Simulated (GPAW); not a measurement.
# ZrSi2P4 monolayer in an electric field

Wanted: the out-of-plane polarisability of ZrSi2P4 monolayer.

Main program and level: GPAW 26.7.0; GPAW, PAW setups; layer in a repeated cell with vacuum, relaxation of atoms and in-plane cell, in the first sound run; inputs show where later runs differ.

Report form: the programs' logs are mostly left out.

### Step 1. The starting structure

The cell holds 7 atoms: 4 P, 2 Si and 1 Zr. Cell: a = 3.480 Å, b = 3.480 Å, c = 26.887 Å, α = 90.0°, β = 90.0°, γ = 120.0°. Vacuum lies along c.

### Step 2. Relaxing the atoms

Forces are removed first; all later runs use this geometry.

File run.py:

```python
import json
import numpy as np
from ase import Atoms
from ase.filters import FrechetCellFilter
from ase.optimize import BFGS
from gpaw import GPAW, PW

slab = Atoms(
    ['P', 'Si', 'P', 'Zr', 'P', 'Si', 'P'],
    positions=[
        [0.00000, 0.00000, 9.00000],
        [-0.00000, 2.00918, 9.64444],
        [-0.00000, 2.00918, 11.75444],
        [0.00000, 0.00000, 13.44376],
        [-0.00000, 2.00918, 15.13309],
        [-0.00000, 2.00918, 17.24309],
        [0.00000, 0.00000, 17.88753]],
    cell=[[3.48, 0.0, 0.0], [-1.74, 3.01377, 0.0], [0.0, 0.0, 26.8875]],
    pbc=[True, True, True])

slab.calc = GPAW(mode=PW(600), xc='PBE', kpts={'size': (9, 9, 1), 'gamma': True},
                 occupations={'name': 'fermi-dirac', 'width': 0.05}, nbands='200%',
                 convergence={'density': 1e-05}, maxiter=200,
                 symmetry={'tolerance': 1e-3}, txt='slab.txt')
result = {}
# The in-plane cell is free; stress needs a cell that repeats along all three vectors
path = []
opt = BFGS(FrechetCellFilter(slab, mask=[1, 1, 0, 0, 0, 1]), maxstep=0.2)
opt.attach(lambda: path.append((slab.get_potential_energy(), slab.positions.tolist(), slab.get_forces().tolist())))
result['relaxed'] = bool(opt.run(fmax=0.02, steps=45))
result['path'] = path
result['cell'] = slab.cell.tolist()
print('in-plane lattice', slab.cell.cellpar().round(4)[[0, 1, 5]])
energy = slab.get_potential_energy()
fermi = slab.calc.get_fermi_level()
v = slab.calc.get_electrostatic_potential().mean((0, 1)) - fermi
n = slab.calc.get_pseudo_density().mean((0, 1))
L = slab.cell[2, 2]
z = np.arange(len(v)) * L / len(v)
low, high = slab.positions[:, 2].min(), slab.positions[:, 2].max()
below, above = np.interp([low - 6.8, high + 6.8], z, v)
slopes = [np.interp(x, z, np.gradient(v, z)) for x in (low - 6.8, high + 6.8)]
eps = np.array([[slab.calc.get_eigenvalues(k, s) for k in range(len(slab.calc.get_ibz_k_points()))]
                for s in range(slab.calc.get_number_of_spins())]) - fermi
top, bottom = eps[eps < 0].max(), eps[eps > 0].min()
dipole = slab.get_dipole_moment()[2]
print(f'energy {energy:.4f} eV, Fermi level {fermi:.4f} eV, dipole {dipole:.5f} e A')
print(f'potential 6.8 A off the faces, from the Fermi level: lower {below:.4f} eV, upper {above:.4f} eV')
print(f'slope of the potential there: lower {slopes[0]:.5f}, upper {slopes[1]:.5f} eV/A')
print(f'nearest levels on the mesh: {top:.4f} and {bottom:.4f} eV')
print('magnetic moment', round(slab.get_magnetic_moment(), 3))
result.update(energy=energy, fermi=fermi, dipole=dipole, below=below, above=above, slopes=slopes, edges=[top, bottom],
              z=z.tolist(), v=v.tolist(), n=n.tolist(), positions=slab.positions.tolist(),
              forces=slab.get_forces(apply_constraint=False).tolist(), moments=slab.get_magnetic_moments().tolist())
json.dump(result, open('result.json', 'w'))
```

On the command line:

```sh
$ OMP_NUM_THREADS=1 OPENBLAS_NUM_THREADS=1 python run.py
```

It took 6.8 min on 1 thread of AMD EPYC 9B45 (Zen 5), shared host; peak memory 0.54 GiB.

Numbers from this step:

* dipole along the normal: 5.32e-4 e·Å
* levels nearest the Fermi level on the mesh: -0.02301, 0.04245 eV from the Fermi level

The electrostatic potential energy of an electron (without an applied field's), less the Fermi level, planar mean by z:

z (Å), electrostatic potential energy of an electron (without an applied field's), less the Fermi level, planar mean (eV) and a bar from the least value:
```
      0.0        5.6 ##############################
      0.5        5.6 ##############################
      1.0        5.6 ##############################
      1.5        5.6 ##############################
      2.0        5.6 ##############################
      2.5        5.6 ##############################
      3.0        5.6 ##############################
      3.5        5.6 ##############################
      4.0        5.6 ##############################
      4.5        5.6 ##############################
      5.0        5.6 ##############################
      5.5        5.6 ##############################
      6.0        5.6 ##############################
      6.5        5.5 ##############################
      7.0        5.2 ##############################
      7.5        4.1 ############################
      8.0       -0.3 ######################
      8.5      -11.0 ########
      9.0      -11.7 #######
      9.5      -11.6 #######
     10.0       -6.5 ##############
     10.5        0.9 ########################
     11.0        1.9 #########################
     11.5       -4.7 ################
     12.0      -10.5 #########
     12.5       -4.7 ################
     13.0      -10.2 #########
     13.5      -17.1 
     14.0       -8.0 ############
     14.5       -5.4 ###############
     15.0      -10.8 ########
     15.5       -2.5 ###################
     16.0        2.2 ##########################
     16.5       -0.3 ######################
     17.0       -8.5 ###########
     17.5      -11.2 ########
     18.0      -12.6 ######
     18.5       -8.5 ###########
     19.0        1.3 ########################
     19.5        4.5 #############################
     20.0        5.3 ##############################
     20.5        5.5 ##############################
     21.0        5.6 ##############################
     21.5        5.6 ##############################
     22.0        5.6 ##############################
     22.5        5.6 ##############################
     23.0        5.6 ##############################
     23.5        5.6 ##############################
     24.0        5.6 ##############################
     24.5        5.6 ##############################
     25.0        5.6 ##############################
     25.5        5.6 ##############################
     26.0        5.6 ##############################
     26.5        5.6 ##############################
```

The pseudo valence density, planar mean by z:

z (Å), pseudo valence density, planar mean (e/Å³) and a bar:
```
      5.0      0.000 
      5.5      0.000 
      6.0      0.001 
      6.5      0.004 
      7.0      0.016 #
      7.5      0.066 ##
      8.0      0.192 ######
      8.5      0.270 #########
      9.0      0.378 #############
      9.5      0.292 ##########
     10.0      0.185 ######
     10.5      0.144 #####
     11.0      0.166 #####
     11.5      0.243 ########
     12.0      0.280 #########
     12.5      0.349 ############
     13.0      0.540 ##################
     13.5      0.906 ##############################
     14.0      0.451 ###############
     14.5      0.342 ###########
     15.0      0.260 #########
     15.5      0.230 ########
     16.0      0.153 #####
     16.5      0.150 #####
     17.0      0.197 #######
     17.5      0.333 ###########
     18.0      0.354 ############
     18.5      0.265 #########
     19.0      0.158 #####
     19.5      0.048 ##
     20.0      0.012 
     20.5      0.003 
     21.0      0.001 
     21.5      0.000 
     22.0      0.000
```

The relaxation lowered the energy of the cell by 2.14 eV (energies extrapolated to zero smearing; the optimiser's log prints free energies). The largest force left on a free atom is 0.0097 eV/Å.

### Step 3. The slab's potential

With the geometry fixed, the planar mean of the potential gives the vacuum level on each side.

This step: GPAW, PAW setups; slab in vacuum (GPAW 26.7.0).

The cell differs from the one that the last finished run ended in (c 26.887 → 27.556 Å).

run.py, as its differences from that of step 2:

```diff
@@ -3,4 +3,2 @@
 from ase import Atoms
-from ase.filters import FrechetCellFilter
-from ase.optimize import BFGS
 from gpaw import GPAW, PW
@@ -11,24 +9,17 @@
         [0.00000, 0.00000, 9.00000],
-        [-0.00000, 2.00918, 9.64444],
-        [-0.00000, 2.00918, 11.75444],
-        [0.00000, 0.00000, 13.44376],
-        [-0.00000, 2.00918, 15.13309],
-        [-0.00000, 2.00918, 17.24309],
-        [0.00000, 0.00000, 17.88753]],
-    cell=[[3.48, 0.0, 0.0], [-1.74, 3.01377, 0.0], [0.0, 0.0, 26.8875]],
-    pbc=[True, True, True])
+        [-0.00000, 2.09945, 9.97579],
+        [-0.00000, 2.09945, 12.22800],
+        [-0.00000, -0.00000, 13.77789],
+        [-0.00000, 2.09945, 15.32779],
+        [-0.00000, 2.09945, 17.57999],
+        [-0.00000, -0.00000, 18.55579]],
+    cell=[[3.63636, 0.0, 0.0], [-1.81818, 3.14918, 0.0], [0.0, 0.0, 27.5558]],
+    pbc=[True, True, False])
 
-slab.calc = GPAW(mode=PW(600), xc='PBE', kpts={'size': (9, 9, 1), 'gamma': True},
+slab.calc = GPAW(mode=PW(400), xc='PBE', kpts={'size': (9, 9, 1), 'gamma': True},
                  occupations={'name': 'fermi-dirac', 'width': 0.05}, nbands='200%',
                  convergence={'density': 1e-05}, maxiter=200,
+                 poissonsolver={'dipolelayer': 'xy'},
                  symmetry={'tolerance': 1e-3}, txt='slab.txt')
 result = {}
-# The in-plane cell is free; stress needs a cell that repeats along all three vectors
-path = []
-opt = BFGS(FrechetCellFilter(slab, mask=[1, 1, 0, 0, 0, 1]), maxstep=0.2)
-opt.attach(lambda: path.append((slab.get_potential_energy(), slab.positions.tolist(), slab.get_forces().tolist())))
-result['relaxed'] = bool(opt.run(fmax=0.02, steps=45))
-result['path'] = path
-result['cell'] = slab.cell.tolist()
-print('in-plane lattice', slab.cell.cellpar().round(4)[[0, 1, 5]])
 energy = slab.get_potential_energy()
```

The job ended after 31 s (1 thread; peak memory 0.26 GiB).

This step gave:

| Item | Value |
| --- | --- |
| dipole along the normal | -2.63e-4 e·Å |
| levels nearest the Fermi level on the mesh | -0.02363, 0.04244 eV from the Fermi level |
| upper work function | 5.585 eV |
| lower work function | 5.580 eV |

The electrostatic potential energy of an electron (without an applied field's), less the Fermi level, planar mean oscillates, so the rows of the table below give means over windows of 1.72 Å about each position, cut where the curve ends. Its maxima inside the range that stand out by 2 % of the span (Å: eV): 9.6: -10.7, 11.2: 2.25, 12.9: -4.60, 14.6: -4.60, 16.4: 2.25, 18.0: -10.7. Its minima: 9.0: -13.5, 9.9: -11.7, 12.3: -10.9, 13.8: -17.3, 15.3: -10.9, 17.7: -11.7, 18.5: -13.5.

Table of electrostatic potential energy of an electron (without an applied field's), less the Fermi level, planar mean by z; means over each step:

z (Å), electrostatic potential energy of an electron (without an applied field's), less the Fermi level, planar mean (eV) and a bar from the least value:
```
     0.86        5.6 ##############################
     2.58        5.6 ##############################
     4.30        5.6 ##############################
     6.02        5.6 ##############################
     7.74        3.1 #########################
     9.46      -10.9 
    11.18       -1.2 ##################
    12.90       -9.3 ###
    14.62       -9.5 ###
    16.34       -1.3 #################
    18.06      -10.9 
    19.78        2.8 #########################
    21.50        5.6 ##############################
    23.22        5.6 ##############################
    24.94        5.6 ##############################
    26.66        5.6 ##############################
```

The pseudo valence density, planar mean by z:

```csv
z (Å),"pseudo valence density, planar mean (e/Å³)"
5,1.9e-5
6,3.4e-4
7,0.00640
8,0.0988
9,0.292
10,0.240
11,0.141
12,0.249
13,0.370
14,0.785
15,0.325
16,0.202
17,0.164
18,0.375
19,0.246
20,0.0307
21,0.00176
22,9.4e-5
23,5.3e-6
```

The potential is flat to 4.0e-5 eV/Å where it is read, so the vacuum is wide enough.

### Step 4. Field on

A uniform field along the normal polarises the slab; the atoms stay fixed, so this is the electronic response alone.

run.py, as its differences from that of step 3:

```diff
@@ -4,2 +4,3 @@
 from gpaw import GPAW, PW
+from gpaw.external import ConstantElectricField
 
@@ -22,2 +23,3 @@
                  poissonsolver={'dipolelayer': 'xy'},
+                 external=ConstantElectricField(-0.2, [0, 0, 1]),
                  symmetry={'tolerance': 1e-3}, txt='slab.txt')
```

Run time: 1.7 min. Hardware: 1 thread; peak memory 0.46 GiB.

Numbers from this step:

- dipole along the normal: -0.1453 e·Å
- levels nearest the Fermi level on the mesh: -0.02358, 0.04242 eV from the Fermi level
- potential below the slab, the applied field's own ramp left out: 4.437 eV from the Fermi level
- potential above the slab, the applied field's own ramp left out: 6.733 eV from the Fermi level

The electrostatic potential energy of an electron (without an applied field's), less the Fermi level, planar mean oscillates, so the rows of the table below give means over windows of 1.72 Å about each position, cut where the curve ends. Its maxima inside the range that stand out by 2 % of the span (Å: eV): 9.6: -11.5, 11.2: 1.75, 12.9: -4.77, 14.6: -4.44, 16.4: 2.75, 18.0: -9.91, 23.9: 6.73. Its minima: 9.0: -14.4, 9.9: -12.4, 12.3: -11.2, 13.8: -17.3, 15.3: -10.6, 17.7: -11.0, 18.5: -12.6.

Electrostatic potential energy of an electron (without an applied field's), less the Fermi level, planar mean against z; means over each step:

```csv
z (Å),"electrostatic potential energy of an electron (without an applied field's), less the Fermi level, planar mean (eV)"
0.86,4.56
2.58,4.44
4.30,4.44
6.02,4.42
7.74,2.00
9.46,-11.7
11.18,-1.73
12.90,-9.48
14.62,-9.32
16.34,-0.794
18.06,-10.1
19.78,3.92
21.50,6.71
23.22,6.73
24.94,6.73
26.66,6.66
```

The dipole is now -0.145 e Å, against -2.6e-4 in the run without a field.

### Step 5. Field on

run.py, as its differences from that of step 4:

```diff
@@ -23,3 +23,3 @@
                  poissonsolver={'dipolelayer': 'xy'},
-                 external=ConstantElectricField(-0.2, [0, 0, 1]),
+                 external=ConstantElectricField(-0.1, [0, 0, 1]),
                  symmetry={'tolerance': 1e-3}, txt='slab.txt')
```

Elapsed: 2.1 min, on 1 thread; peak memory 0.46 GiB.

Numbers from this step:

- dipole along the normal: -0.07264 e·Å
- levels nearest the Fermi level on the mesh: -0.02363, 0.04244 eV from the Fermi level
- potential below the slab, the applied field's own ramp left out: 5.009 eV from the Fermi level
- potential above the slab, the applied field's own ramp left out: 6.157 eV from the Fermi level

The electrostatic potential energy of an electron (without an applied field's), less the Fermi level, planar mean oscillates, so the rows of the table below give means over windows of 1.72 Å about each position, cut where the curve ends. Its maxima inside the range that stand out by 2 % of the span (Å: eV): 9.6: -11.1, 11.2: 2.00, 12.9: -4.68, 14.6: -4.52, 16.4: 2.50, 18.0: -10.3. Its minima: 9.0: -13.9, 9.9: -12.1, 12.3: -11.0, 13.8: -17.3, 15.3: -10.7, 17.7: -11.3, 18.5: -13.0.

The electrostatic potential energy of an electron (without an applied field's), less the Fermi level, planar mean by z; means over each step:

z (Å), electrostatic potential energy of an electron (without an applied field's), less the Fermi level, planar mean (eV) and a bar from the least value:
```
     0.86        5.1 ############################
     2.58        5.0 ############################
     4.30        5.0 ############################
     6.02        5.0 ############################
     7.74        2.5 ########################
     9.46      -11.3 
    11.18       -1.5 #################
    12.90       -9.4 ###
    14.62       -9.4 ###
    16.34       -1.0 ##################
    18.06      -10.5 #
    19.78        3.4 #########################
    21.50        6.1 ##############################
    23.22        6.2 ##############################
    24.94        6.2 ##############################
    26.66        6.1 ##############################
```

The dipole is now -0.0726 e Å, against -2.6e-4 in the run without a field.

### Step 6. Field on

run.py, as its differences from that of step 5:

```diff
@@ -23,3 +23,3 @@
                  poissonsolver={'dipolelayer': 'xy'},
-                 external=ConstantElectricField(-0.1, [0, 0, 1]),
+                 external=ConstantElectricField(-0.05, [0, 0, 1]),
                  symmetry={'tolerance': 1e-3}, txt='slab.txt')
```

It took 2 min on 1 thread; peak memory 0.46 GiB.

### Step 7. In a field

run.py, as its differences from that of step 6:

```diff
@@ -23,3 +23,3 @@
                  poissonsolver={'dipolelayer': 'xy'},
-                 external=ConstantElectricField(-0.05, [0, 0, 1]),
+                 external=ConstantElectricField(0.05, [0, 0, 1]),
                  symmetry={'tolerance': 1e-3}, txt='slab.txt')
```

The job ended after 2 min (1 thread; peak memory 0.46 GiB).

### Step 8. In a field

run.py, as its differences from that of step 7:

```diff
@@ -23,3 +23,3 @@
                  poissonsolver={'dipolelayer': 'xy'},
-                 external=ConstantElectricField(0.05, [0, 0, 1]),
+                 external=ConstantElectricField(0.1, [0, 0, 1]),
                  symmetry={'tolerance': 1e-3}, txt='slab.txt')
```

Elapsed: 2.1 min, on 1 thread; peak memory 0.47 GiB.

The electrostatic potential energy of an electron (without an applied field's), less the Fermi level, planar mean oscillates, so the rows of the table below give means over windows of 1.72 Å about each position, cut where the curve ends. Its maxima inside the range that stand out by 2 % of the span (Å: eV): 4.2: 6.16, 9.6: -10.3, 11.2: 2.50, 12.9: -4.52, 14.6: -4.68, 16.4: 2.00, 18.0: -11.1. Its minima: 9.0: -13.0, 9.9: -11.3, 12.3: -10.7, 13.8: -17.3, 15.3: -11.0, 17.7: -12.1, 18.5: -13.9.

Table of electrostatic potential energy of an electron (without an applied field's), less the Fermi level, planar mean by z; means over each step:

```csv
z (Å),"electrostatic potential energy of an electron (without an applied field's), less the Fermi level, planar mean (eV)"
0.86,6.09
2.58,6.16
4.30,6.16
6.02,6.14
7.74,3.63
9.46,-10.5
11.18,-0.978
12.90,-9.23
14.62,-9.56
16.34,-1.54
18.06,-11.3
19.78,2.30
21.50,4.99
23.22,5.01
24.94,5.01
26.66,5.04
```

The dipole is now 0.0726 e Å, against -2.6e-4 in the run without a field.

### Step 9. Field on

run.py, as its differences from that of step 8:

```diff
@@ -23,3 +23,3 @@
                  poissonsolver={'dipolelayer': 'xy'},
-                 external=ConstantElectricField(0.1, [0, 0, 1]),
+                 external=ConstantElectricField(0.2, [0, 0, 1]),
                  symmetry={'tolerance': 1e-3}, txt='slab.txt')
```

Elapsed: 1.7 min, on 1 thread; peak memory 0.47 GiB.

The dipole is now 0.145 e Å, against -2.6e-4 in the run without a field.

(Continued in part 2 of 2.)

[Logs are printed without paths, hosts, clocks, repeated set-up lines and the standing remarks that a program may print on its own settings, such as how far it seeks lower states.]

[Hosts, paths, dates, database ids (printed as entryN), source tags and the programs' standing remarks are cut or masked in the printed files.]
